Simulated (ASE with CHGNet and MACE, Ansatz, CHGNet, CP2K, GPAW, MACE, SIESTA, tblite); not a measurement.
## Machine-learned potentials on twisted Ti2CO2 MXene bilayer, 21.79° (70 atoms): settings against a plane-wave reference

How do the settings of machine-learned potentials change the result for twisted Ti2CO2 MXene bilayer, 21.79° (70 atoms)? A plane-wave run serves as the yardstick.

Program: ASE with CHGNet and MACE. Level of theory: the method is named at each step. Results are calculated unless marked as measured.

## Step 1: Starting point

The cell holds 70 atoms: 14 C, 28 Ti and 28 O. Its edges and angles: a = 8.017 Å, b = 8.017 Å, c = 25.740 Å, α = 90.0°, β = 90.0°, γ = 120.0°. It derives from Ti2CO2 (Ti2CO2 MXene). Ti2CO2 MXene (a = 3.03 Å) under Ti2CO2 MXene (a = 3.03 Å), bilayer, commensurate cell of 7 unit cells a layer, twist 21.79 deg; facing planes 2.86 Å apart; 14 Å of vacuum; layers as built, displaced by a Gaussian of 0.01 Å. Then every atom was moved at random, 0.05 Å r.m.s. a Cartesian component. Regions: layer 1, 35 atoms (7 C, 14 Ti and 14 O); layer 2, 35 atoms (7 C, 14 Ti and 14 O). Vacuum lies along c.

The yardstick, on the same geometry:

| Property | Result |
| --- | --- |
| method | Kohn-Sham DFT, PBE, PAW, plane waves (Ansatz 0.2.0); cutoff 420 eV, Γ point, fermi-dirac smearing of 0.05 eV; PAW set soft_2 |
| r.m.s. force component | 0.7727 eV/Å |
| longest force | 2.434 eV/Å |
| spacing of highest filled and lowest empty level | 0.3171 eV |
| SCF cycles | 12 |
| time | 18 s on 4 threads of Arm Neoverse V2, shared host |
| CPU time | 67 s |

## Step 2: CHGNet 0.3.0 potential

Method: machine-learned interatomic potential CHGNet 0.3.0, trained on PBE(+U) plane-wave data.

File run.py:

```python
import numpy as np
from ase.io import read
import mlip  # loads the published weights by name

atoms = read("structure.xyz")
atoms.calc = mlip.calc("chgnet-0.3.0")
energy = atoms.get_potential_energy()
forces = atoms.get_forces()
print(f"energy {energy:.6f} eV")
print("forces (eV/A)")
for i, (a, f) in enumerate(zip(atoms, forces)):
    print(f"{i:4d} {a.symbol:2s} {f[0]:10.5f} {f[1]:10.5f} {f[2]:10.5f}")
```

File structure.xyz:

```xyz
70
Lattice="8.01660 0.00000 0.00000 -4.00830 6.94258 0.00000 0.00000 0.00000 25.74000" Properties=species:S:1:pos:R:3 pbc="T T T"
C -0.00265 0.04804 9.21080
Ti 0.57523 1.59617 10.49986
Ti 1.76385 0.41315 7.94877
O 1.68790 0.31519 11.43551
O 0.63808 1.70850 6.98249
C -0.56830 2.89936 9.18120
Ti 0.00461 4.60578 10.57270
Ti 1.15327 3.36937 7.87052
O 1.11242 3.33445 11.45250
O -0.00028 4.57315 7.01235
C -1.12786 5.95771 9.25662
Ti 3.39816 0.57818 10.47644
Ti 0.54818 6.30470 7.95958
O 0.56341 6.29359 11.49497
O 3.40946 0.68815 6.93461
C 2.26064 1.99842 9.12174
Ti 2.85579 3.66311 10.46743
Ti 3.98028 2.24877 7.80643
O 4.03516 2.36145 11.37476
O 2.88217 3.60493 6.92535
C 1.69323 5.02428 9.21080
Ti 2.33932 6.61850 10.42161
Ti 3.46245 5.30427 7.91608
O 3.39872 5.24554 11.53255
O 2.33051 6.60323 6.90064
C 5.06749 0.98064 9.27181
Ti 5.84587 2.65332 10.40745
Ti 6.87965 1.37428 7.95829
O 6.84798 1.35859 11.43731
O 5.73263 2.61492 6.98970
C 4.52164 4.00552 9.14002
Ti -2.87920 5.64161 10.56962
Ti -1.72926 4.31384 7.93744
O -1.69587 4.20602 11.44735
O -2.88361 5.68549 7.03629
C -1.21163 5.12612 16.46227
Ti 0.15805 6.45861 17.82006
Ti 0.58862 4.89556 15.22521
O 0.51803 4.81676 18.76472
O 0.08149 6.49166 14.25687
C 0.63760 0.16572 16.53049
Ti 1.69034 1.55576 17.81980
Ti -1.64108 6.90509 15.21208
O -1.67908 6.83789 18.82830
O 1.72080 1.51619 14.28827
C 1.19151 3.15707 16.53306
Ti 2.32113 4.43034 17.84091
Ti 2.85676 2.77932 15.21054
O 2.87058 2.89200 18.76703
O 2.35155 4.58328 14.34593
C 1.70088 6.06851 16.49754
Ti 7.00839 0.53673 17.81749
Ti 3.44377 5.88731 15.17399
O 3.50357 5.72499 18.70268
O 6.86137 0.55312 14.30861
C 3.52438 1.18531 16.46356
[... 10 atom lines left out ...]
Ti -0.46484 3.49302 17.85018
Ti 0.01231 1.82819 15.22367
O -0.01094 1.89428 18.69754
O -0.53286 3.58015 14.34696
```

Started as:

```console
> OMP_NUM_THREADS=1 python run.py > output.txt
```

The program printed:

```text
CHGNet v0.3.0 initialized with 412,525 parameters
CHGNet will run on cpu
energy -645.934143 eV
forces (eV/A)
   0 C     0.13591   -0.61284    0.17998
   1 Ti    0.03239    0.60268    0.13601
   2 Ti   -0.73526   -0.41278   -0.36245
   3 O     0.00036    0.04152    0.20026
   4 O    -0.36477   -0.22948   -0.05745
   5 C     0.43448    1.25053    0.09376
   6 Ti    0.25813    0.35773    0.16194
   7 Ti    0.31280   -0.37594    0.06749
   8 O     0.16242   -0.20842   -0.34438
   9 O    -0.30671    0.55429   -0.35319
  10 C    -0.43391   -0.42062   -0.44999
  11 Ti    0.92934    0.82820    0.84617
  12 Ti    0.63912   -0.11695   -0.26741
  13 O    -0.19866   -0.16370   -0.70340
  14 O     0.12899   -0.45179   -0.36482
  15 C     0.30569    0.16122    1.17808
  16 Ti    0.55744   -0.53174    0.57891
  17 Ti    0.16049    0.93293    0.58899
  18 O    -0.45141    0.02724   -0.64792
  19 O    -0.05798    0.23201    0.13395
  20 C     0.09909   -0.51435   -0.19216
  21 Ti   -0.46143   -0.09351    0.95070
  22 Ti   -0.40580    0.33282   -0.61167
  23 O     0.17294    0.23024   -0.83316
[...]
62 Ti   -0.13359    0.53792    0.42588
  63 O     0.33720   -0.71314    0.40594
  64 O    -0.11384   -0.24353   -0.26645
  65 C    -0.64239   -0.85417   -0.08167
  66 Ti   -0.98103    0.57998   -1.08831
  67 Ti   -0.13135    0.55507    0.37669
  68 O     0.31122   -0.42671    1.26732
  69 O     0.07677   -0.53518   -0.32393
```

Wall time 4 s (1 thread of Arm Neoverse V2, shared host); peak memory 1.2 GiB.

Banners, paths, timers and routine set-up lines are dropped from the logs unmarked, and long logs keep their key lines alone; longer cuts are marked.

Numbers from this run, and their distance from the reference:

```yaml
r_m_s_force_component: 0.5386 eV/Å
r_m_s_difference_of_force_components: 336.2 meV/Å
longest_difference_of_force_vectors: 1029 meV/Å
force_difference_over_r_m_s_force: 43.51 %
slope_of_forces_against_the_reference_s: 0.6483
correlation_of_force_components: 0.93
```

Length of the force difference by element (eV/Å):

```csv
element,atoms,mean,most
C,14,0.54,0.84
O,28,0.40,0.71
Ti,28,0.66,1.0
```

A closer look about O70, picked at random: 14 atoms, nearest first, numbered in the order of the input, with positions taken from that point.

```csv
atom,x,y,z,distance (Å),bonds,Fx,Fy,Fz (eV/Å)
O70,0.00,0.00,0.00,0.00,3,0.08,-0.54,-0.32
Ti38,1.12,1.32,0.88,1.94,6,-0.16,-0.72,-0.17
Ti63,-1.75,0.23,0.81,1.94,6,-0.13,0.54,0.43
Ti68,0.55,-1.75,0.88,2.03,6,-0.13,0.56,0.38
C36,-0.68,1.55,2.12,2.71,6,1.19,0.52,0.77
C66,-1.11,-1.33,2.19,2.79,6,-0.64,-0.85,-0.08
C46,1.72,-0.42,2.19,2.82,6,-0.18,0.08,0.00
O40,0.61,2.91,-0.09,2.98,3,-0.28,-0.03,-0.15
O65,-2.29,1.99,-0.02,3.03,3,-0.11,-0.24,-0.27
O50,2.88,1.00,0.00,3.05,3,-0.29,-0.52,-0.19
O45,2.25,-2.06,-0.06,3.06,3,-0.18,0.18,-0.39
O55,-0.62,-3.03,-0.04,3.09,3,0.22,0.23,-0.34
O60,-2.99,-1.07,-0.04,3.18,3,0.75,-0.06,-0.38
O34,-1.16,0.63,-2.90,3.19,3,-0.15,0.58,-0.16
```

Atoms are counted from 1 here, from 0 in the log.

Forces lie 44 % from the reference's, at 0.053 times its CPU time (on 1 against 4 cores).

## Step 3: MACE MP-0b2 small potential

Method: machine-learned interatomic potential MACE MP-0b2 small, trained on PBE(+U) plane-wave data.

run.py, as its differences from that of step 2:

```diff
@@ -5,3 +5,3 @@
 atoms = read("structure.xyz")
-atoms.calc = mlip.calc("chgnet-0.3.0")
+atoms.calc = mlip.calc("mace-mp-0b2-small")
 energy = atoms.get_potential_energy()
```

structure.xyz is that of step 2.

The program printed:

```text
energy -614.479218 eV
forces (eV/A)
   0 C     0.00659   -0.63008    0.28448
   1 Ti    0.07110    1.06161   -0.14710
   2 Ti   -1.17183   -0.69396    0.04090
   3 O     0.10218    0.08336    0.90942
   4 O    -0.61610   -0.27473   -0.30679
   5 C     0.12427    1.14810    0.07773
   6 Ti    0.37845    0.68877   -0.21744
   7 Ti    0.52852   -0.60854    0.48077
   8 O     0.46583   -0.48361   -0.22798
   9 O    -0.48569    0.92192   -0.68821
  10 C    -0.46478   -0.45506   -0.60201
  11 Ti    1.36967    1.33600    0.38564
  12 Ti    0.97732   -0.22742   -0.07380
  13 O    -0.10115   -0.29691   -0.51489
  14 O     0.32590   -0.70246   -0.56533
  15 C     0.34685    0.03374    1.36651
  16 Ti    0.59354   -0.70442    0.33313
  17 Ti    0.51048    1.40466    0.80672
  18 O    -0.61457   -0.08740   -0.39995
  19 O    -0.19578    0.48158    0.11852
  20 C     0.12148   -0.52443   -0.19262
  21 Ti   -0.92839   -0.28271    0.80311
  22 Ti   -0.61234    0.26349   -0.24090
  23 O     0.33622    0.34390   -0.98692
[...]
62 Ti   -0.17898    0.91433    0.83036
  63 O     0.41688   -0.98282    0.49670
  64 O    -0.14203   -0.38820   -0.82170
  65 C    -0.73179   -0.87985   -0.11421
  66 Ti   -1.63396    0.79697   -1.66867
  67 Ti   -0.12535    0.98320    0.79187
  68 O     0.44009   -0.57482    2.09895
  69 O    -0.10685   -0.85355   -0.96849
```

The job ended after 5.8 s (1 thread; peak memory 0.67 GiB).

Compared with the plane-wave run:

```yaml
r_m_s_force_component: 0.7683 eV/Å
r_m_s_difference_of_force_components: 350.1 meV/Å
longest_difference_of_force_vectors: 1209 meV/Å
force_difference_over_r_m_s_force: 45.31 %
slope_of_forces_against_the_reference_s: 0.8917
correlation_of_force_components: 0.8968
```

Against the first run (44 %), the force difference from the reference is 45 %, at 1.5 times the CPU time.

## Step 4: MACE MPA-0 medium potential

Method: machine-learned interatomic potential MACE MPA-0 medium, trained on PBE(+U) plane-wave data.

run.py, as its differences from that of step 3:

```diff
@@ -5,3 +5,3 @@
 atoms = read("structure.xyz")
-atoms.calc = mlip.calc("mace-mp-0b2-small")
+atoms.calc = mlip.calc("mace-mpa-0-medium")
 energy = atoms.get_potential_energy()
```

structure.xyz is that of step 3.

The program printed:

```text
energy -625.831940 eV
forces (eV/A)
   0 C     0.07510   -0.53740    0.72444
   1 Ti   -0.12958    0.79618    0.11682
   2 Ti   -1.08321   -0.59958   -0.74320
   3 O     0.09255    0.01798    0.41418
   4 O    -0.66073   -0.27877    0.17277
   5 C     0.20011    1.06365    0.40468
   6 Ti    0.32172    0.69250    0.31262
   7 Ti    0.56692   -0.75918   -0.42053
   8 O     0.35119   -0.45060   -0.41532
   9 O    -0.57402    1.00681   -0.24604
  10 C    -0.29171   -0.37404   -0.14309
  11 Ti    1.30149    1.16181    0.82115
  12 Ti    1.01511   -0.27431   -0.67187
  13 O    -0.06139   -0.24621   -0.94923
  14 O     0.24630   -0.70984   -0.26308
  15 C     0.30099    0.12761    1.26585
  16 Ti    0.57430   -0.46793    0.85829
  17 Ti    0.37731    1.40302    0.10527
  18 O    -0.46917   -0.16046   -0.74625
  19 O    -0.10894    0.38200    0.49832
  20 C     0.09422   -0.43084    0.20880
  21 Ti   -0.85611   -0.06655    1.10827
  22 Ti   -0.56379    0.35236   -1.10581
  23 O     0.38115    0.41259   -1.20892
[...]
62 Ti   -0.07290    1.00532    0.54114
  63 O     0.58047   -1.18502    0.24584
  64 O    -0.07324   -0.39703   -0.30419
  65 C    -0.47105   -0.68311   -0.33109
  66 Ti   -1.71417    0.65180   -1.27032
  67 Ti   -0.26694    0.83233    0.55340
  68 O     0.61654   -0.70324    1.48229
  69 O    -0.07805   -0.87424   -0.45641
```

The job ended after 6.5 s (1 thread; peak memory 0.95 GiB).

Numbers from this run, and their distance from the reference:

```
r.m.s. force component                  : 0.687 eV/Å
r.m.s. difference of force components   : 283.8 meV/Å
longest difference of force vectors     : 1128 meV/Å
force difference over r.m.s. force      : 36.73 %
slope of forces against the reference's : 0.8277
correlation of force components         : 0.931
```

Against the first run (44 %), the force difference from the reference is 37 %, at 1.8 times the CPU time.

## Step 5: The ladder

Differences are against the plane-wave reference, forces as r.m.s. over components; share is that over the reference's r.m.s. force, slope the least-squares factor from reference forces to these. Total energies of different programs have different zeros and aren't compared.

```csv
run,"Δ force, r.m.s. (meV/Å)",share (%),slope,cores,CPU time,memory (GiB)
reference,-,-,-,4,67 s,1.7
CHGNet 0.3.0 potential,336,43.5,0.648,1,3.5 s,1.2
MACE MP-0b2 small potential,350,45.3,0.892,1,5.4 s,0.67
MACE MPA-0 medium potential,284,36.7,0.828,1,6.4 s,0.95
```

Times of the machine-learned potentials are mostly Python's start and the loading of weights.

CPU time is summed over cores on a shared host, where runs went side by side, so it is rough. Symmetry, cutoffs, thresholds, outputs and thread counts weren't matched or tuned between programs; memory under MPI is the largest rank's times the ranks.

A second geometry, displaced anew (every atom was moved at random, 0.04 Å r.m.s. a Cartesian component), gives an energy difference that all programs can be tested on. The reference puts it at -1.426 meV/atom.

```
                        run  energy less the first geometry's (meV/atom)  error (meV/atom)  force share at the second geometry (%)
     CHGNet 0.3.0 potential                                       -1.116             0.309                                    41.1
MACE MP-0b2 small potential                                        2.824              4.25                                    41.4
MACE MPA-0 medium potential                                       -2.078            -0.652                                    35.1
```

## Step 6: What came out

| Quantity | Value |
| --- | --- |
| nearest in forces | MACE MPA-0 medium potential, 37 % |
| its CPU time | 6.4 s |

What this shows: Machine-learned potentials differ by 37 % (MACE MPA-0 medium potential) to 45 % (MACE MP-0b2 small potential); they were trained on other programs' data. Among those trained on PBE data the slope goes as low as 0.65, which softening far from their training structures can give, though the reference's k-sampling is untested too. The energy difference between the two geometries, -1.43 meV/atom in the reference, is met best by CHGNet 0.3.0 potential (+0.309) and worst by MACE MP-0b2 small potential (+4.25). Machine-learned potentials mimic data converged in k, so the reference's own k-point error enters their differences. The reference's PBE has no dispersion term, which matters for the binding between molecules or layers. The runs have no spin polarisation, so moments on Ti can't form, and no Hubbard term. The electronic-structure runs sample only Γ, in a cell whose shortest periodic width is 7 Å.

[Also dropped from logs without a mark: logging warnings of Python, and SIESTA's first energy breakdown and zero terms.]

[Logs are printed without paths, hosts, clocks, repeated set-up lines and the standing remarks that a program may print on its own settings, such as how far it seeks lower states.]

[Hosts, paths, dates, database ids (printed as entryN), source tags and the programs' standing remarks are cut or masked in the printed files.]
